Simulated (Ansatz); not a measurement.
# CoSi2 (Fm-3m): Grüneisen parameters

Wanted: mode Grüneisen parameters of CoSi2 (Fm-3m).

Program: Ansatz 0.2.0. Level of theory: DFT PBEsol, scalar-relativistic, plane waves, PAW; PAW set soft_1. Results are calculated unless marked as measured.

The database entry behind the starting cell differs from later determinations by our own check (0.1 to 0.3 % short, probably kX units), so it need not match the best structure at ambient conditions.

### Step 1. Set-up

Symmetry: Fm-3m, No. 225, cubic system. Conventional cell: a = 5.313 Å, b = 5.313 Å, c = 5.313 Å, α = 90.00°, β = 90.00°, γ = 90.00°. Nearest to Co lie 8 Si at 2.30 Å. Nearest to Si lie 4 Co at 2.30 Å. Farther neighbours are not listed.

### Step 2. The dispersion

The cell comes from relaxations at this level that are not shown. Stability and thermal properties need the whole zone. Linear response on a 4×4×4 q mesh gives force constants as far as a supercell of that size would.

input.yaml

```yaml
crystal:
  lattice:
    - [0.0, 2.6562750233, 2.6562750233]
    - [2.6562750233, 0.0, 2.6562750233]
    - [2.6562750233, 2.6562750233, 0.0]
  atoms:
    - { symbol: Co, position: [0.0, 0.0, 0.0] }
    - { symbol: Si, position: [0.25, 0.25, 0.25] }
    - { symbol: Si, position: [0.75, 0.75, 0.75] }
kpoints:
  mp_grid: { grid: [16, 16, 16] }
hamiltonian:
  xc: pbesol
  pseudopotentials: { kind: paw, azcp: { folder: soft_1 }, xc_functional: pbe }
scf:
  occupations: { method: methfessel_paxton, width: 0.2 }
output:
  eigenvalues: true
phonons:
  method: dfpt
  qmesh: [4, 4, 4]
  temperatures: { t_max: 1000, t_step: 50 }
  qpath:
    path:
      - [[0.0, 0.0, 0.0], [0.5, 0.0, 0.5], [0.625, 0.25, 0.625]]
      - [[0.375, 0.375, 0.75], [0.0, 0.0, 0.0], [0.5, 0.5, 0.5], [0.5, 0.25, 0.75], [0.5, 0.0, 0.5]]
    npoints: 10
```

The run is started by

```sh
$ ansatz run input.yaml --threads 4 --pin off --max-ram 10240MiB --backend cpu --events-out ev --progress --plain --runs-dir out
```

Numbers of over 12 decimals in the logs are rounded to 6 here.

Output:

```text
Engine: ansatz 0.2.0, aarch64-unknown-linux-gnu
Pseudopotentials: kind: paw
Pseudopotential: Co, paw, valence charge 17, recommended cutoff 420 eV (normal), soft_1/Co.paw.azcp
Pseudopotential: Si, paw, valence charge 4, recommended cutoff 420 eV (normal), soft_1/Si.paw.azcp
Functional definition: PBEsol
  exchange = pbesol_x
  correlation = pbesol_c
Crystal: 3 atoms, lattice volume = 37.484 Å³
Basis set: ecut = 420 eV, 725 PW (Γ), exchange–correlation on 54×54×54 points (8 copies of the dense FFT grid, shifted against one another)
Bands: 17, of which v1, the nominal top of the filled ones, is band 13 counted from 1 (12 counted from 0)
Symmetry: 48 space group operations
k-points: 145 of 4096
Non-local potential: Co, projectors of the file, l = 0: 3, l = 1: 2, l = 2: 3, l = 3: 1
Non-local potential: Si, projectors of the file, l = 0: 2, l = 1: 2, l = 2: 1
PAW form: soft (Blöchl's): semilocal exchange-correlation on the pseudo side does not see the compensation charge
PAW frozen core: Co, regenerated for the run's functional, and the local potential with it (the file was generated under x = pbe(κ = 0.804, μ = 0.219515), c = pbe(β = 0.066725))
PAW frozen core: Si, regenerated for the run's functional, and the local potential with it (the file was generated under x = pbe(κ = 0.804, μ = 0.219515), c = pbe(β = 0.066725))
PAW one-centre angular grid: Co, 590 points (default); XC on 64 Gauss nodes
PAW one-centre angular grid: Si, 110 points (default); XC on 64 Gauss nodes
Initial density: superposition of atomic densities (chi_scale 0.1, normalization cell, long waves kept (reshape's long-wave potential 0.00 eV rms))
Initial wavefunctions: pseudopotential atomic-orbital guess
Functional: x = pbesol(κ = 0.804, μ = 0.123457), c = pbesol(β = 0.046)
SCF iter   1: F=—  HF=-6338.951540 eV  |F-HF|=—  |Δ(HF+E_count)|=         —  Δρ=1.38e-1  dr2=7.97e0  ethr=3.10e-3  ⟨swp⟩=5.1  Hψ=12485  notcnv=0
preconditioner: auto → Kerker (q_TF=auto, 2.550 Å⁻¹)  [metal: Δε(μ)=0.040 eV  Ē_g=8.904 eV  σ=0.200 eV  W_gap=0.17  n_scr=14 (ndim 8)  ℏωp=25.0 eV  f_vac=0.000  D(μ)=0.96/eV (n_scr^D=8)]
SCF iter   2: F=—  HF=-6338.215833 eV  |F-HF|=—  |Δ(HF+E_count)|=   7.36e-1  S|Δr|=    0.00e0  Δρ=5.94e-2  dr2=2.05e0  ethr=3.10e-3  ⟨swp⟩=2.6  Hψ=5084  notcnv=0  defer=39
SCF iter   3: F=—  HF=-6337.751360 eV  |F-HF|=—  |Δ(HF+E_count)|=   4.64e-1  S|Δr|=    0.00e0  Δρ=2.11e-2  dr2=2.31e-1  ethr=3.10e-3  ⟨swp⟩=2.1  Hψ=4251  notcnv=0  defer=39
SCF iter   4: F=—  HF=-6337.723329 eV  |F-HF|=—  |Δ(HF+E_count)|=   2.80e-2  S|Δr|=    0.00e0  Δρ=9.65e-3  dr2=2.53e-2  ethr=9.25e-4  ⟨swp⟩=1.3  Hψ=3640  notcnv=0  defer=37
SCF iter   5: F=—  HF=-6337.722554 eV  |F-HF|=—  |Δ(HF+E_count)|=   7.75e-4  S|Δr|=    0.00e0  Δρ=3.35e-3  dr2=5.42e-3  ethr=1.01e-4  ⟨swp⟩=1.1  Hψ=2577  notcnv=0  defer=30
SCF iter   6: F=—  HF=-6337.721812 eV  |F-HF|=—  |Δ(HF+E_count)|=   7.42e-4  S|Δr|=    0.00e0  Δρ=8.44e-4  dr2=4.49e-4  ethr=2.17e-5  ⟨swp⟩=1.0  Hψ=2466  notcnv=0  defer=30
SCF iter   7: F=—  HF=-6337.721802 eV  |F-HF|=—  |Δ(HF+E_count)|=   9.87e-6  S|Δr|=    0.00e0  Δρ=1.42e-4  dr2=1.24e-5  ethr=1.80e-6  ⟨swp⟩=2.2  Hψ=3615  notcnv=0  defer=30
SCF iter   8: F=—  HF=-6337.721800 eV  |F-HF|=—  |Δ(HF+E_count)|=   2.50e-6  S|Δr|=    0.00e0  Δρ=1.52e-5  dr2=1.46e-7  ethr=4.98e-8  ⟨swp⟩=2.1  Hψ=3098  notcnv=0  defer=30
SCF iter   9: F=—  HF=-6337.721802 eV  |F-HF|=—  |Δ(HF+E_count)|=   2.19e-6  S|Δr|=    0.00e0  Δρ=2.78e-6  dr2=2.52e-9  ethr=5.82e-10  ⟨swp⟩=2.0  Hψ=3550  notcnv=0  defer=30
SCF iter  10: F=-6337.721802 eV  HF=-6337.721802 eV  |F-HF|=3.64e-12  |Δ(HF+E_count)|=  1.02e-10  S|Δr|=    0.00e0  Δρ=1.84e-7  dr2=6.20e-12  ethr=1.00e-12  ⟨swp⟩=5.9  Hψ=13482  notcnv=0
SCF 1 converged in 10 iterations: F = -6337.721802 eV  dr2 = 6.20e-12
  greatest PAW one-centre occupation: 1.000 electrons in one spin orbital (limit 2), on the Co atom at site 0 (counted from 0), in its partial waves of l = 1
phonons: the bands overlap, so this run is a metal and interpolates without the dipole-dipole term. If the crystal is really an insulator or semiconductor, its LO-TO splitting is missing
NSCF: frozen V_eff on 145 k-points
NSCF: frozen V_eff on 349 k-points
DFPT response loops at q = (0, 0, 0) (fractional): preconditioner auto → Kerker (q_TF=auto, 2.550 Å⁻¹) (partly filled bands, converged f_vac=0.000); β = 1.00, the filter's whole step (`scf.mixing.beta` (0.50) is not read by the response loops under this deck's `scf.mixing.preconditioner`; to damp them name `kerker` or `kerker_dos`, under which they read `scf.mixing.beta`, and type it under 1.00, their step now; both keys bind the ground state too); Broyden in place of MSR1
NSCF: frozen V_eff on 4352 k-points
DFPT response loops at q = (0, 0, 0.25) (fractional): mixed as the last ones told, above
NSCF: frozen V_eff on 2196 k-points
DFPT response loops at q = (0, 0, -0.5) (fractional): mixed as the last ones told, above
NSCF: frozen V_eff on 2320 k-points
DFPT response loops at q = (0, 0.25, 0.25) (fractional): mixed as the last ones told, above
NSCF: frozen V_eff on 8192 k-points
DFPT response loops at q = (0, 0.25, -0.5) (fractional): mixed as the last ones told, above
NSCF: frozen V_eff on 4352 k-points
DFPT response loops at q = (0, 0.25, -0.25) (fractional): mixed as the last ones told, above
NSCF: frozen V_eff on 1242 k-points
DFPT response loops at q = (0, -0.5, -0.5) (fractional): mixed as the last ones told, above
NSCF: frozen V_eff on 2320 k-points
DFPT response loops at q = (0.25, -0.5, -0.25) (fractional): mixed as the last ones told, above
SCF converged after 10 iterations
Stability not checked: this state was not tested for a lower state beside it, because cold or Methfessel-Paxton smearing, or corrected tetrahedra, fill the levels in a way that the test cannot read (fill_not_monotonic; see scf.lower_state_search)
Free energy (F): -6337.721802 eV
Harris-Foulkes:  -6337.721802 eV  (|F-HF|=3.64e-12)
Internal energy: -6337.722592 eV  (E = F + TS)
E sigma→0 (E₀):  -6337.721999 eV
Entropy (-TS):   0.000790 eV (0.263 meV/atom)
Fermi energy:    13.149055 eV
--- Per-component energies (eV) ---
  E_band       = -277.243215
  E_kinetic    = 385.895197
  E_local      = -3883.036639  (includes V_loc(G=0)·N_el)
  E_nonlocal   = 481.156113
  E_hartree    = 1760.898610
  E_xc         = -208.820728
  E_vxc        = -221.194917  (∫ρ·V_xc dr)
  E_paw        = -2536.617969  (= ΣΔE_a)
  E_vpaw       = -561.860078  (= ΣTr[D̂ρ^β])
  E_aug_tail   = 0.000013  (compensation charges beyond the density's cutoff)
  E_ewald      = -2337.448730
  E_core_change = 0.251541  (= ΣΔE_core)
  E_smearing   = 0.000790  (= −TS)
  E_closure    = -0.000000  (closes the sum)
  Σ components = -6337.721802   (vs F -6337.721802, Δ=0.00e0)
--- Band table (eV; the first three rows and the last of 145) ---
  k-point 0: bands = [... 9 lower, 11.1818, 14.1845, 16.5918, 16.5918, 16.5918, 16.7103, 16.7103, 16.7103]
  k-point 1: bands = [... 9 lower, 11.1625, 14.2303, 15.5222, 16.0738, 16.0738, 17.2576, 17.2576, 17.8328]
  k-point 2: bands = [... 9 lower, 11.1135, 13.9190, 15.0012, 15.5197, 15.5197, 17.7116, 17.7116, 18.4571]
  k-point 144: bands = [... 9 lower, 10.7892, 11.1326, 11.6582, 12.4727, 16.9269, 16.9269, 18.9635, 19.8477]
--- Phonons (Γ-DFPT): 2 representative perturbations + reference (Σ response iterations 6) ---
  ASR residual: 2.913e-5 → 0.000e0 eV/Å²; symmetrization residual: 6.571e-7 eV/Å²
  ASR residual per site (eV/Å²): 3.18e-6 2.91e-5 2.91e-5
  Γ frequencies (cm⁻¹): 0.00 0.00 0.00 342.06 342.06 342.06 343.22 343.22 343.22
--- Phonons (arbitrary-q DFPT): 8 irreducible q on the 4×4×4 mesh ---
  q = [0.0000, 0.0000, 0.0000] (star 1, of the zone-centre solve; hermiticity 1.05e-7, symmetrization 4.58e-13): -0.00 0.00 0.00 342.06 342.06 342.06 343.22 343.22 343.22
  q = [0.0000, 0.0000, 0.2500] (star 8, 2 solved perturbations on 2176 of 4096 k-point pairs; hermiticity 1.13e-7, symmetrization 1.29e-12): 86.67 86.67 196.76 315.56 323.11 323.11 361.02 361.02 377.67
  q = [0.0000, 0.0000, -0.5000] (star 4, 2 solved perturbations on 1098 of 4096 k-point pairs; hermiticity 8.40e-8, symmetrization 4.29e-13): 119.98 119.98 308.16 322.28 322.28 349.76 360.19 366.80 366.80
  q = [0.0000, 0.2500, 0.2500] (star 6, 4 solved perturbations in 3616 linear systems a pass and spin channel, the states on 1160 of 4096 k-point pairs; hermiticity 1.56e-7, symmetrization 2.03e-13): 124.10 124.10 202.83 301.32 301.32 314.19 376.26 376.26 376.85
  q = [0.0000, 0.2500, -0.5000] (star 24, 4 solved perturbations in 12544 linear systems a pass and spin channel, the states on 4096 of 4096 k-point pairs; hermiticity 1.37e-7, symmetrization 2.05e-13): 155.29 185.31 273.75 283.03 294.03 320.98 381.34 382.46 389.34
  q = [0.0000, 0.2500, -0.2500] (star 12, 4 solved perturbations in 6672 linear systems a pass and spin channel, the states on 2176 of 4096 k-point pairs; hermiticity 1.48e-7, symmetrization 2.15e-13): 124.25 168.01 248.96 276.93 318.22 351.56 356.42 368.33 393.76
  q = [0.0000, -0.5000, -0.5000] (star 3, 4 solved perturbations in 1940 linear systems a pass and spin channel, the states on 621 of 4096 k-point pairs; hermiticity 1.60e-7, symmetrization 3.22e-13): 191.55 191.55 264.54 276.62 276.62 294.15 388.93 390.00 390.00
  q = [0.2500, -0.5000, -0.2500] (star 6, 4 solved perturbations in 3498 linear systems a pass and spin channel, the states on 1160 of 4096 k-point pairs; hermiticity 1.34e-7, symmetrization 2.90e-13): 184.81 236.46 236.46 263.43 277.16 350.75 350.75 384.38 397.75
  sum rule: each row above includes the acoustic sum rule's correction from the zone centre's row sums; it moved no ω² by more than (0.53 cm⁻¹)²
  mesh force constants: q→R imaginary residual 2.89e-18; ASR residual 2.913e-5 → 0.000e0 eV/Å²; symmetrization residual 5.329e-15 eV/Å²
  interpolated dispersion: 62 rows × 9 modes
  density of states and harmonic sums: on the 20×20×20 q-mesh, interpolated from the force constants of a 4×4×4 supercell (no non-analytic term)
  largest difference from the sums on the solved wave vectors: F 1.09e-2 eV, S 1.49e-5 and C_V 4.01e-6 eV/K
  zero-point energy: 0.161269 eV/cell   skipped modes (ω ≤ 0): 3   left out of the sums: 4.17e-5 of the cell's modes: C_V's classical limit lies that fraction below 3 k_B per atom; for a crystal, a wire or a layer, F and S can be off by more, and a phonons.interpolated_qmesh denser along its periods is the remedy for the sampling
```

Elapsed: 9.7 min, on 4 threads of Arm Neoverse V1, shared host; peak memory 5.5 GiB.

This run has no spin polarisation, although Co can carry a moment.

This step gave:

```yaml
volume_per_atom: 12.49 Å³
gap_on_the_k_mesh: 0 eV
sum_rule_residual_before_enforcement: 2.91e-5 eV/Å²
lowest_frequency_on_the_path: 0 cm⁻¹
point_group: m-3m
highest_frequency_on_the_path_or_at_a_solved_wavevector: 397.8 cm⁻¹
mean_frequency: 289.1 cm⁻¹
debye_temperature_second_moment: 562 K
logarithmic_mean_frequency: 270.6 cm⁻¹
highest_optical_mode_at_the_zone_centre_no_lo_to_term: 343.2 cm⁻¹
lowest_optical_zone_centre_mode: 342.1 cm⁻¹
lowest_mode_on_the_q_mesh_acoustic_modes_at_gamma_apart: 86.67 cm⁻¹
zero_point_energy_per_atom: 53.76 meV
heat_capacity_at_300_k: 21.09 J/(mol atoms K)
vibrational_entropy_at_300_k: 20.49 J/(mol atoms K)
```

Frequencies (cm⁻¹) solved at each irreducible wavevector; negative means imaginary. Frequencies by wavevector, by row:

```
q in reciprocal lattice units  star  mode 1  mode 2  mode 3  mode 4  mode 5  mode 6  mode 7  mode 8  mode 9
                        0 0 0     1       0       0       0   342.1   342.1   342.1   343.2   343.2   343.2
                     0 0 0.25     8    86.7    86.7   196.8   315.6   323.1   323.1     361     361   377.7
                     0 0 -0.5     4     120     120   308.2   322.3   322.3   349.8   360.2   366.8   366.8
                  0 0.25 0.25     6   124.1   124.1   202.8   301.3   301.3   314.2   376.3   376.3   376.9
                  0 0.25 -0.5    24   155.3   185.3   273.8     283     294     321   381.3   382.5   389.3
                 0 0.25 -0.25    12   124.2     168     249   276.9   318.2   351.6   356.4   368.3   393.8
                  0 -0.5 -0.5     3   191.6   191.6   264.5   276.6   276.6   294.1   388.9     390     390
              0.25 -0.5 -0.25     6   184.8   236.5   236.5   263.4   277.2   350.8   350.8   384.4   397.8
```

Symmetry leaves 8 wavevectors to solve. The lowest mode among them, the acoustic zeros apart, lies at q = (0, 0, 0.25) and is real, 86.7 cm⁻¹.

### Step 3. Relaxing at another volume, volume ratio 0.97

The volume is scaled by 0.97 and held; symmetry leaves nothing to relax, so this is a single point. The modes can then be followed against volume.

input.yaml, the sections that differ from step 2:

```yaml
crystal:
  lattice:
    - [0.0, 2.6294421279, 2.6294421279]
    - [2.6294421279, 0.0, 2.6294421279]
    - [2.6294421279, 2.6294421279, 0.0]
  atoms:
    - { symbol: Co, position: [0.0, 0.0, 0.0] }
    - { symbol: Si, position: [0.25, 0.25, 0.25] }
    - { symbol: Si, position: [0.75, 0.75, 0.75] }
output:
  forces: true
  stress: true
  eigenvalues: true
# kpoints, hamiltonian, scf: as in step 2
# phonons: removed
```

Output:

```text
[...]
Crystal: 3 atoms, lattice volume = 36.360 Å³
Basis set: ecut = 420 eV, 725 PW (Γ), exchange–correlation on 50×50×50 points (8 copies of the dense FFT grid, shifted against one another)
Bands: 17, of which v1, the nominal top of the filled ones, is band 13 counted from 1 (12 counted from 0)
Symmetry: 48 space group operations
[...]
k-points: 145 of 4096
[...]
--- Band table (eV; the first three rows and the last of 145) ---
  k-point 0: bands = [... 9 lower, 11.5833, 15.0063, 17.1086, 17.1087, 17.1087, 17.3454, 17.3454, 17.3454]
  k-point 1: bands = [... 9 lower, 11.5633, 15.0227, 16.0838, 16.6325, 16.6325, 17.8584, 17.8584, 18.4450]
  k-point 2: bands = [... 9 lower, 11.5128, 14.5087, 15.7194, 16.0750, 16.0750, 18.3527, 18.3527, 19.0266]
  k-point 144: bands = [... 9 lower, 11.2084, 11.5537, 12.0892, 12.9474, 17.5753, 17.5753, 19.5082, 20.4662]
[key lines of the parts left out:]
SCF converged after 9 iterations
Free energy (F): -6337.700148 eV
Fermi energy:    13.657744 eV
P = ⅓ Tr σ = 6.3458 GPa (63.458 kbar)
```

The job ended after 1.6 s (4 threads; peak memory 0.32 GiB; 5.8 s of CPU time).

This step gave:

```yaml
pressure: 6.346 GPa
volume_per_atom: 12.12 Å³
```

The run ends at a pressure of 6.35 GPa.

### Step 4. Phonons at the other volume, volume ratio 0.97

The phonons are repeated at this volume on the same k and q meshes.

input.yaml, as its differences from that of step 3:

```diff
@@ -17,4 +17,11 @@
 output:
-  forces: true
-  stress: true
   eigenvalues: true
+phonons:
+  method: dfpt
+  qmesh: [4, 4, 4]
+  temperatures: { t_max: 1000, t_step: 50 }
+  qpath:
+    path:
+      - [[0.0, 0.0, 0.0], [0.5, 0.0, 0.5], [0.625, 0.25, 0.625]]
+      - [[0.375, 0.375, 0.75], [0.0, 0.0, 0.0], [0.5, 0.5, 0.5], [0.5, 0.25, 0.75], [0.5, 0.0, 0.5]]
+    npoints: 10
```

Output:

```text
[...]
Crystal: 3 atoms, lattice volume = 36.360 Å³
Basis set: ecut = 420 eV, 725 PW (Γ), exchange–correlation on 50×50×50 points (8 copies of the dense FFT grid, shifted against one another)
Bands: 17, of which v1, the nominal top of the filled ones, is band 13 counted from 1 (12 counted from 0)
Symmetry: 48 space group operations
k-points: 145 of 4096
[...]
SCF iter   1: F=—  HF=-6338.890400 eV  |F-HF|=—  |Δ(HF+E_count)|=         —  Δρ=1.35e-1  dr2=7.44e0  ethr=3.10e-3  ⟨swp⟩=5.1  Hψ=12543  notcnv=0
[...]
SCF iter  10: F=-6337.700148 eV  HF=-6337.700148 eV  |F-HF|=6.37e-12  |Δ(HF+E_count)|=  1.94e-10  S|Δr|=    0.00e0  Δρ=1.88e-7  dr2=6.14e-12  ethr=1.00e-12  ⟨swp⟩=5.9  Hψ=13395  notcnv=0
SCF 1 converged in 10 iterations: F = -6337.700148 eV  dr2 = 6.14e-12
[...]
NSCF: frozen V_eff on 145 k-points
WARN: eigensolver did not converge in 18 slots of this pass, the one above among them; of largest residual over every band (k=34): 1 band(s) unlocked (lowest unlocked band 16, counted from 0; max residual 7.74e-3 eV among the unlocked bands, 7.74e-3 eV over every band); of lowest unlocked band (k=2): band 16
[...]
SCF converged after 10 iterations
[...]
Free energy (F): -6337.700148 eV
[...]
Internal energy: -6337.700851 eV  (E = F + TS)
E sigma→0 (E₀):  -6337.700324 eV
Entropy (-TS):   0.000703 eV (0.234 meV/atom)
Fermi energy:    13.657762 eV
[...]
--- Band table (eV; the first three rows and the last of 145) ---
  k-point 0: bands = [... 9 lower, 11.5833, 15.0063, 17.1087, 17.1087, 17.1087, 17.3454, 17.3454, 17.3454]
  k-point 1: bands = [... 9 lower, 11.5633, 15.0227, 16.0838, 16.6326, 16.6326, 17.8584, 17.8584, 18.4450]
  k-point 2: bands = [... 9 lower, 11.5128, 14.5088, 15.7194, 16.0750, 16.0750, 18.3528, 18.3528, 19.0266]
  k-point 144: bands = [... 9 lower, 11.2084, 11.5537, 12.0892, 12.9474, 17.5754, 17.5754, 19.5082, 20.4662]
[...]
ASR residual: 3.829e-5 → 0.000e0 eV/Å²; symmetrization residual: 6.588e-7 eV/Å²
  ASR residual per site (eV/Å²): 1.12e-5 3.83e-5 3.83e-5
  Γ frequencies (cm⁻¹): 0.00 0.00 0.00 363.05 363.05 363.05 363.90 363.90 363.90
--- Phonons (arbitrary-q DFPT): 8 irreducible q on the 4×4×4 mesh ---
[...]
interpolated dispersion: 62 rows × 9 modes
[...]
```

Run time: 9.5 min. Hardware: 4 threads; peak memory 5.4 GiB; 37 min of CPU time.

This step gave:

| Item | Value |
| --- | --- |
| sum-rule residual before enforcement | 3.83e-5 eV/Å² |
| highest frequency on the path or at a solved wavevector | 423.9 cm⁻¹ |
| mean frequency | 304.8 cm⁻¹ |
| Debye temperature (second moment) | 593 K |
| logarithmic mean frequency | 284.6 cm⁻¹ |
| highest optical mode at the zone centre (no LO-TO term) | 363.9 cm⁻¹ |
| lowest optical zone-centre mode | 363.1 cm⁻¹ |
| lowest mode on the q mesh (acoustic modes at Γ apart) | 89.72 cm⁻¹ |
| zero-point energy per atom | 56.69 meV |
| heat capacity at 300 K | 20.70 J/(mol atoms K) |
| vibrational entropy at 300 K | 19.45 J/(mol atoms K) |

Frequencies (cm⁻¹) solved at each irreducible wavevector; negative means imaginary. Frequencies by wavevector, by row:

```
q in reciprocal lattice units  star  mode 1  mode 2  mode 3  mode 4  mode 5  mode 6  mode 7  mode 8  mode 9
                        0 0 0     1       0       0       0   363.1   363.1   363.1   363.9   363.9   363.9
                     0 0 0.25     8    89.7    89.7   206.1   332.6   342.3   342.3     383     383   400.1
                     0 0 -0.5     4     125     125   320.3   340.2   340.2     371   377.6   389.4   389.4
                  0 0.25 0.25     6   127.9   127.9   214.3   318.5   318.5   330.9   398.2   400.4   400.4
                  0 0.25 -0.5    24   161.7     192   285.1   297.8   309.7   339.1   404.2   406.9   412.4
                 0 0.25 -0.25    12   129.6   173.4   260.9   292.2   335.3   370.4   378.2   391.3   417.4
                  0 -0.5 -0.5     3   199.6   199.6   277.6     290     290   309.4   412.3   415.6   415.6
              0.25 -0.5 -0.25     6   192.8   245.6   245.6   276.9   290.4   372.4   372.4     407   423.9
```

The highest optical mode at the zone centre (no LO-TO term) is 363.9 cm⁻¹, +20.7 cm⁻¹ against the base run.

(Part 1 of 2 ends here.)

[Logs are printed without paths, hosts, clocks, repeated set-up lines and the standing remarks that a program may print on its own settings, such as how far it seeks lower states.]

[Hosts, paths, dates, database ids (printed as entryN), source tags and the programs' standing remarks are cut or masked in the printed files.]
